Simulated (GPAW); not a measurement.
## SrGaSnH (P3m1): G0W0 on several meshes in GPAW

How does the mesh move the gap of SrGaSnH (P3m1)?

Calculated with GPAW 26.7.0; LDA and many-body steps on it, plane waves.

## (1) Starting point

The structure is trigonal, space group P3m1 (No. 156). The conventional cell has a = 4.483 Å, b = 4.483 Å, c = 5.191 Å, α = 90.00°, β = 90.00°, γ = 120.00°. Nearest to Sr lie 3 H at 2.61 Å. Nearest to Ga lie 1 H at 1.74 Å and 3 Sn at 2.70 Å. Nearest to Sn lie 3 Ga at 2.70 Å. Nearest to H lie 1 Ga at 1.74 Å and 3 Sr at 2.61 Å. Farther neighbours are not listed.

Coordinates:

```xyz
4
Lattice="4.4829 0.0000 0.0000 -2.2414 3.8823 0.0000 0.0000 0.0000 5.1912" Properties=species:S:1:pos:R:3 pbc="T T T"
Sr    0.0000    0.0000    0.0000
Ga    2.2414    1.2941    3.1178
Sn    0.0000    2.5882    2.3469
H     2.2414    1.2941    4.8621
```

The cell and positions come from the Crystallography Open Database and are kept as given unless a step says otherwise.

## (2) Empty states on the mesh, 3×3×2 mesh, 314 bands

This step: GPAW 26.7.0; DFT, LDA, plane waves, PAW.

The sums over transitions need many empty states on a uniform mesh; this step solves for them.

run.py reads:

```python
import json
import numpy as np
from gpaw.mpi import world
from gpaw import GPAW

calc = GPAW('gs.gpw').fixed_density(kpts={'size': (3, 3, 2), 'gamma': True},
    parallel={'domain': 1, 'band': 1},
    txt='nscf.txt')
calc.diagonalize_full_hamiltonian(nbands=314)
calc.write('full.gpw', mode='all')
res = {}
kpts = calc.get_ibz_k_points()
res['kpts'] = kpts
res['eigenvalues'] = [calc.get_eigenvalues(kpt=k) for k in range(len(kpts))]
res['n_electrons'] = calc.get_number_of_electrons()

if world.rank == 0:
    with open('result.json', 'w') as f:
        json.dump(res, f, default=lambda x: x.tolist())
```

Run with:

```bash
$ mpirun -n 4 gpaw python run.py
```

Numbers of over 12 decimals in the logs are rounded to 6 here.

The log of the run:

```text
Diagonalizing LCAO Hamiltonian
Converting LCAO to pw mode
convergence criteria:
- Maximum integral of absolute [eigenst]ate change: 4e-08 eV^2 / valence electron
maximum number of iterations: 100

SCF iterations
|iter     |     time |      energy | eigst |  dens |
|iter:   1|  |             | +1.20 |       |
|iter:   2|  |             | +0.44 |       |
|iter:   3|  |             | -0.11 |       |
[...]
|iter:  13|  |             | -6.76 |       |
|iter:  14|  |             | -7.16 |       |
|iter:  15|  |             | -7.56c|       |
SCF steps: 15
  __  _  _
 | _ |_)|_||  |
 |__||  | ||/\| - 26.7.0

Input parameters:
  mode=PW(ecut=600.0),
  convergence={'density': 1e-06, 'bands': -3},
  gpts=array([27, 27, 30]),
  kpts=MonkhorstPack(size=(3, 3, 2), gamma=True),
  maxiter=100,
  nbands=22,
  occupations=Occupations(name='fermi-dirac', width=0.001, fixmagmom=False),
  parallel={'domain': 1, 'band': 1},
  xc=XC(name='LDA')
Matrix size: 3015x3015
# Writing to full.gpw (mode='all')
  [... matrices ...]

timing:  # [seconds]
  Total: 33.003  # ━━━━━━━━━━━━━━━━━━━━━━━━━━━━━━━━━━━━━━━━━━━━━━━━━━━━━━━━━━
```

Run time: 38 s. Hardware: 4 MPI ranks of Intel Xeon 6975P-C (Granite Rapids), shared host; peak memory 3.1 GiB.

This step gave:

- gap: 0.2856 eV
- k of the valence top: 0, 0, 0.5
- k of the conduction bottom: 0, 0, 0.5
- least direct gap: 0.2856 eV
- k points computed: 6
- lowest point of the top converged band, above the valence top: 118.0331 eV

On this mesh the gap is 0.286 eV.

## (3) 3×3×2

Now the one-shot GW correction: screening in the RPA, then the self-energy of the levels asked for.

This step: G0W0 on LDA, plane waves, PAW.

run.py reads:

```python
import json
import numpy as np
from gpaw.mpi import world
from gpaw.response.g0w0 import G0W0

gw = G0W0('full.gpw',
    filename='gw',
    kpts=[0, 1],
    bands=(12, 16),
    ecut=39,
    nbands=49,
    integrate_gamma='WS',
    ppa=True)
gw.calculate()
res = {mode: {k: v for k, v in r.items() if k != 'sigma_eskwn'}
       for mode, r in gw.all_results.items()}

if world.rank == 0:
    with open('result.json', 'w') as f:
        json.dump(res, f, default=lambda x: x.tolist())
```

Run with:

```bash
$ mpirun -n 4 gpaw python run.py
```

The log of the run:

```text
Using integrator: PointIntegrator
FrequencyGridDescriptor(from 0.000+0.000j to 0.000+27.211j eV, 2 points)
Nonperiodic BCs:  [False False False]
Using integrator: PointIntegrator
FrequencyGridDescriptor(from 0.000+0.000j to 0.000+27.211j eV, 2 points)
Nonperiodic BCs:  [False False False]
  ___  _ _ _
 |   || | | |
 | | || | | |
 |__ ||_____|
 |___|

BZ k-points: Symmetries present (total): 6

  [... matrices ...]
18 k-points: 3 x 3 x 2 Monkhorst-Pack grid + [0.000000,0.000000,1/4]
6 k-points in the irreducible part of the Brillouin zone
       k-points in crystal coordinates                weights
   0:     0.00000000    0.00000000    0.00000000          1/18
   1:     0.00000000    0.00000000    0.50000000          1/18
   2:     0.33333333    0.00000000    0.00000000          6/18
   3:     0.33333333    0.00000000    0.50000000          6/18
   4:     0.33333333    0.33333333    0.00000000          2/18
   5:     0.33333333    0.33333333    0.50000000          2/18

Distributing spins, k-points and bands (1 x 2 x 4) over 4 processes
Number of blocks: 1

Quasi particle states:
k-points (IBZ indices): [0, 1]
Band range: (12, 16)
  [... matrices ...]
Computational parameters:
Plane wave cut-off: 39 eV
Number of bands: 49
Coulomb cutoff: None
Broadening: 0.1 eV

fxc modes: GW
Kernel: RPA
Using Godby-Needs plasmon-pole approximation:
  Fitting energy: i*E0, E0 = 1.000 Hartree
Summing all q:

Calculating screened Coulomb potential
No Coulomb truncation
FrequencyGridDescriptor(from 0.000+0.000j to 0.000+27.211j eV, 2 points)
Removing empty qpoint cache files...

Calculating chi0 body with:
    Ground state adapter containing:
    Number of spins: 1
    Number of kpoints: 18
    Number of irreducible kpoints: 6
    Number of completely occupied states: 14
    Number of partially occupied states: 14
    Occupied states memory: 4.671936 M / cpu

    Linear response parametrization:
    q_c: [0.0, 0.0, 0.0]
    Number of frequency points: 2
    Planewave cutoff: 39.0
    Number of bands: 49
    Number of planewaves: 53
    Broadening (eta): 1e-06
    comm.size: 4
    kncomm.size: 4
    blockcomm.size: 1

    Memory estimate of potentially large arrays:
        chi0_wGG: 0.085724 M / cpu
Integrating chi0 body.

Symmetries of q_c:
    Direct symmetries (Uq -> q): 6
    Indirect symmetries (TUq -> q): 6
In total 12 allowed symmetries.

  [... matrices ...]
6 groups of equivalent kpoints. 66.666667% reduction.

Integral kind: response function
Integrating chi0 head and wings.

Symmetries of q_c:
    Direct symmetries (Uq -> q): 6
    Indirect symmetries (TUq -> q): 6
In total 12 allowed symmetries.

  [... matrices ...]
6 groups of equivalent kpoints. 66.666667% reduction.

Integral kind: response function wings

Calculating chi0 body with:
    Ground state adapter containing:
    Number of spins: 1
    Number of kpoints: 18
    Number of irreducible kpoints: 6
    Number of completely occupied states: 14
    Number of partially occupied states: 14
    Occupied states memory: 4.671936 M / cpu

[... the further q-points ...]

Results:
f:      Occupation numbers
eps:     KS-eigenvalues [eV]
vxc:     KS vxc [eV]
exx:     Exact exchange [eV]
sigma:   Self-energies [eV]
dsigma:  Self-energy derivatives
Z:       Renormalization factors
qp:      QP-energies [eV]

k-point 0 (0): (0.000, 0.000, 0.000)                GW
band       f     eps     vxc     exx   sigma  dsigma       Z      qp
                                                                   GW
  12   1.000   4.779 -12.277 -12.995   1.324  -0.262   0.792   5.259
  13   1.000   4.779 -12.277 -12.995   1.324  -0.262   0.792   5.259
  14   0.000   6.016 -12.765  -8.456  -3.081  -0.265   0.791   6.987
  15   0.000   8.289 -12.157  -7.642  -3.465  -0.267   0.789   9.118

k-point 1 (1): (0.000, 0.000, 0.500)                GW
band       f     eps     vxc     exx   sigma  dsigma       Z      qp
                                                                   GW
  12   1.000   5.376 -12.985 -13.751   1.419  -0.257   0.795   5.895
  13   1.000   5.376 -12.985 -13.751   1.419  -0.257   0.795   5.895
  14   0.000   5.662 -14.704 -10.004  -3.004  -0.261   0.793   7.006
  15   0.000   6.742 -11.730  -7.365  -3.237  -0.255   0.797   7.641
```

Elapsed: 7.6 s, on 4 MPI ranks; peak memory 1.2 GiB; 29 s of CPU time.

Numbers from this step:

```
G0W0 gap on the points computed              : 1.092 eV
least direct G0W0 gap on the computed points : 1.111 eV
Z at the valence top                         : 0.7953
Z at the conduction bottom                   : 0.7906
starting gap on the mesh                     : 0.2856 eV
k of the valence top                         : 0, 0, 0.5
k of the conduction bottom                   : 0, 0, 0
```

The gap on the mesh goes from 0.29 eV to 1.09 eV, a correction of +0.81 eV.

## (4) Empty states on the mesh, 3×3×4 mesh, 59 bands

This step: DFT, LDA, plane waves, PAW.

run.py reads:

```python
import json
import numpy as np
from gpaw.mpi import world
from gpaw import GPAW

calc = GPAW('gs.gpw').fixed_density(kpts={'size': (3, 3, 4), 'gamma': True},
    nbands=68,
    convergence={'bands': 59},
    txt='nscf.txt')
calc.write('full.gpw', mode='all')
res = {}
kpts = calc.get_ibz_k_points()
res['kpts'] = kpts
res['eigenvalues'] = [calc.get_eigenvalues(kpt=k) for k in range(len(kpts))]
res['n_electrons'] = calc.get_number_of_electrons()

if world.rank == 0:
    with open('result.json', 'w') as f:
        json.dump(res, f, default=lambda x: x.tolist())
```

Run with:

```bash
$ mpirun -n 4 gpaw python run.py
```

The log of the run:

```text
Diagonalizing LCAO Hamiltonian
Converting LCAO to pw mode
convergence criteria:
- Maximum integral of absolute [eigenst]ate change: 4e-08 eV^2 / valence electron
maximum number of iterations: 100

SCF iterations
|iter     |     time |      energy | eigst |  dens |
|iter:   1|  |             | +3.78 |       |
|iter:   2|  |             | +2.35 |       |
|iter:   3|  |             | +1.10 |       |
[...]
|iter:  10|  |             | -6.19 |       |
|iter:  11|  |             | -6.88 |       |
|iter:  12|  |             | -7.55c|       |
SCF steps: 12
  __  _  _
 | _ |_)|_||  |
 |__||  | ||/\| - 26.7.0

Input parameters:
  mode=PW(ecut=600.0),
  convergence={'bands': 59},
  gpts=array([27, 27, 30]),
  kpts=MonkhorstPack(size=(3, 3, 4), gamma=True),
  maxiter=100,
  nbands=68,
  occupations=Occupations(name='fermi-dirac', width=0.001, fixmagmom=False),
  parallel={},
  xc=XC(name='LDA')
# Writing to full.gpw (mode='all')
  [... matrices ...]

timing:  # [seconds]
  Total: 0.099  # ━━━━━━━━━━━━━━━━━━━━━━━━━━━━━━━━━━━━━━━━━━━━━━━━━━━━━━━━━━━
```

Wall time 9.7 s (4 MPI ranks); peak memory 0.79 GiB.

This step gave:

- gap: 0.2856 eV
- k of the valence top: 0, 0, 0.5
- k of the conduction bottom: 0, 0, 0.5
- least direct gap: 0.2856 eV
- k points computed: 10
- lowest point of the top converged band, above the valence top: 28.17 eV

On this mesh the gap is 0.286 eV.

## (5) 3×3×4

This step: G0W0 on LDA, plane waves, PAW.

run.py reads:

```python
import json
import numpy as np
from gpaw.mpi import world
from gpaw.response.g0w0 import G0W0

gw = G0W0('full.gpw',
    filename='gw',
    kpts=[0, 2],
    bands=(12, 16),
    ecut=39,
    nbands=49,
    integrate_gamma='WS',
    ppa=True)
gw.calculate()
res = {mode: {k: v for k, v in r.items() if k != 'sigma_eskwn'}
       for mode, r in gw.all_results.items()}

if world.rank == 0:
    with open('result.json', 'w') as f:
        json.dump(res, f, default=lambda x: x.tolist())
```

Run with:

```bash
$ mpirun -n 4 gpaw python run.py
```

The log of the run:

```text
Using integrator: PointIntegrator
FrequencyGridDescriptor(from 0.000+0.000j to 0.000+27.211j eV, 2 points)
Nonperiodic BCs:  [False False False]
Using integrator: PointIntegrator
FrequencyGridDescriptor(from 0.000+0.000j to 0.000+27.211j eV, 2 points)
Nonperiodic BCs:  [False False False]
  ___  _ _ _
 |   || | | |
 | | || | | |
 |__ ||_____|
 |___|

BZ k-points: Symmetries present (total): 6

  [... matrices ...]
36 k-points: 3 x 3 x 4 Monkhorst-Pack grid + [0.000000,0.000000,1/8]
10 k-points in the irreducible part of the Brillouin zone
       k-points in crystal coordinates                weights
   0:     0.00000000    0.00000000    0.00000000          1/36
   1:     0.00000000    0.00000000    0.25000000          2/36
   2:     0.00000000    0.00000000    0.50000000          1/36
[...]
8:     0.33333333    0.33333333    0.25000000          4/36
   9:     0.33333333    0.33333333    0.50000000          2/36

Distributing spins, k-points and bands (1 x 2 x 4) over 4 processes
Number of blocks: 1

Quasi particle states:
k-points (IBZ indices): [0, 2]
Band range: (12, 16)
  [... matrices ...]
Computational parameters:
Plane wave cut-off: 39 eV
Number of bands: 49
Coulomb cutoff: None
Broadening: 0.1 eV

fxc modes: GW
Kernel: RPA
Using Godby-Needs plasmon-pole approximation:
  Fitting energy: i*E0, E0 = 1.000 Hartree
Summing all q:

Calculating screened Coulomb potential
No Coulomb truncation
FrequencyGridDescriptor(from 0.000+0.000j to 0.000+27.211j eV, 2 points)
Removing empty qpoint cache files...

Calculating chi0 body with:
    Ground state adapter containing:
    Number of spins: 1
    Number of kpoints: 36
    Number of irreducible kpoints: 10
    Number of completely occupied states: 14
    Number of partially occupied states: 14
[...]
q_c: [0.0, 0.0, 0.0]
    Number of frequency points: 2
    Planewave cutoff: 39.0
    Number of bands: 49
    Number of planewaves: 53
    Broadening (eta): 1e-06
    comm.size: 4
    kncomm.size: 4
    blockcomm.size: 1

    Memory estimate of potentially large arrays:
        chi0_wGG: 0.085724 M / cpu
Integrating chi0 body.

Symmetries of q_c:
    Direct symmetries (Uq -> q): 6
    Indirect symmetries (TUq -> q): 6
In total 12 allowed symmetries.

  [... matrices ...]
10 groups of equivalent kpoints. 72.222222% reduction.

Integral kind: response function
Integrating chi0 head and wings.

Symmetries of q_c:
    Direct symmetries (Uq -> q): 6
    Indirect symmetries (TUq -> q): 6
In total 12 allowed symmetries.

  [... matrices ...]
10 groups of equivalent kpoints. 72.222222% reduction.

Integral kind: response function wings

Calculating chi0 body with:
    Ground state adapter containing:
    Number of spins: 1
    Number of kpoints: 36
    Number of irreducible kpoints: 10
    Number of completely occupied states: 14
    Number of partially occupied states: 14
    Occupied states memory: 4.671936 M / cpu

[... the further q-points ...]

Results:
f:      Occupation numbers
eps:     KS-eigenvalues [eV]
vxc:     KS vxc [eV]
exx:     Exact exchange [eV]
sigma:   Self-energies [eV]
dsigma:  Self-energy derivatives
Z:       Renormalization factors
qp:      QP-energies [eV]

k-point 0 (0): (0.000, 0.000, 0.000)                GW
band       f     eps     vxc     exx   sigma  dsigma       Z      qp
                                                                   GW
  12   1.000   4.779 -12.277 -13.023   1.344  -0.266   0.790   5.251
  13   1.000   4.779 -12.277 -13.023   1.344  -0.266   0.790   5.251
  14   0.000   6.016 -12.765  -8.592  -2.948  -0.266   0.790   6.984
[...]
k-point 1 (2): (0.000, 0.000, 0.500)                GW
band       f     eps     vxc     exx   sigma  dsigma       Z      qp
                                                                   GW
[...]
14   0.000   5.662 -14.704 -10.208  -2.810  -0.263   0.792   6.996
  15   0.000   6.742 -11.730  -7.434  -3.148  -0.256   0.796   7.655
```

Elapsed: 12 s, on 4 MPI ranks; peak memory 1.6 GiB; 48 s of CPU time.

This step gave:

```yaml
g0w0_gap_on_the_points_computed: 1.100 eV
least_direct_g0w0_gap_on_the_computed_points: 1.112 eV
z_at_the_valence_top: 0.7938
z_at_the_conduction_bottom: 0.7899
starting_gap_on_the_mesh: 0.2856 eV
k_of_the_valence_top: 0, 0, 0.5
k_of_the_conduction_bottom: 0, 0, 0
```

Against G0W0 in GPAW (3×3×2 mesh, 49 bands, screening to 39 eV, Godby-Needs plasmon pole), the gap moves by +0.008 eV.

## (6) The runs together

Times are wall times on 4 MPI ranks of Intel Xeon 6975P-C (Granite Rapids), shared host, good to a factor of about two.

```tsv
run	mesh	bands	screening cutoff (eV)	DFT gap (eV)	gap on the mesh (eV)	direct (eV)	time
3×3×2	3×3×2	49	39	0.286	1.092	1.111	7.6 s
3×3×4	3×3×4	49	39	0.286	1.100	1.112	12 s
```

## (7) Results

```yaml
3x3x2: 1.092 eV
3x3x4: 1.100 eV
known_limits: not at the basis limit; no spin-orbit coupling; coarse k mesh
```

What this shows: 3×3×4: +0.008 eV against 3×3×2. Bands and cutoff are finite, so the gap is not at the basis limit. The miss can reach some tenths of an eV and take either sign; the mesh is an error of its own. These stock PAW sets were not made for GW; the filled d or f shell of Ga lies in the frozen core, which bears on start and correction. In the G0W0 runs levels were corrected at 2 k points alone, so a gap called «on the mesh» is the least over those, and an edge elsewhere would be missed. The 3×3×2 mesh is coarse for this cell, which bears on the long-range parts of exchange and screening. Mesh or cutoff lie under what a gap needs, so these runs test behaviour and cost; their gaps are not to be quoted. The many-body steps are scalar-relativistic: spin-orbit coupling is not in them.

[Paths, hosts, dates, memory and timing lines, banners, echoed tables and standing remarks are left out of the program output.]

[Logs are printed without paths, hosts, clocks, repeated set-up lines and the standing remarks that a program may print on its own settings, such as how far it seeks lower states.]

[Runs of the session that timed out or met a known fault of the program may be left out.]

[Hosts, paths, dates, database ids (printed as entryN), source tags and the programs' standing remarks are cut or masked in the printed files.]
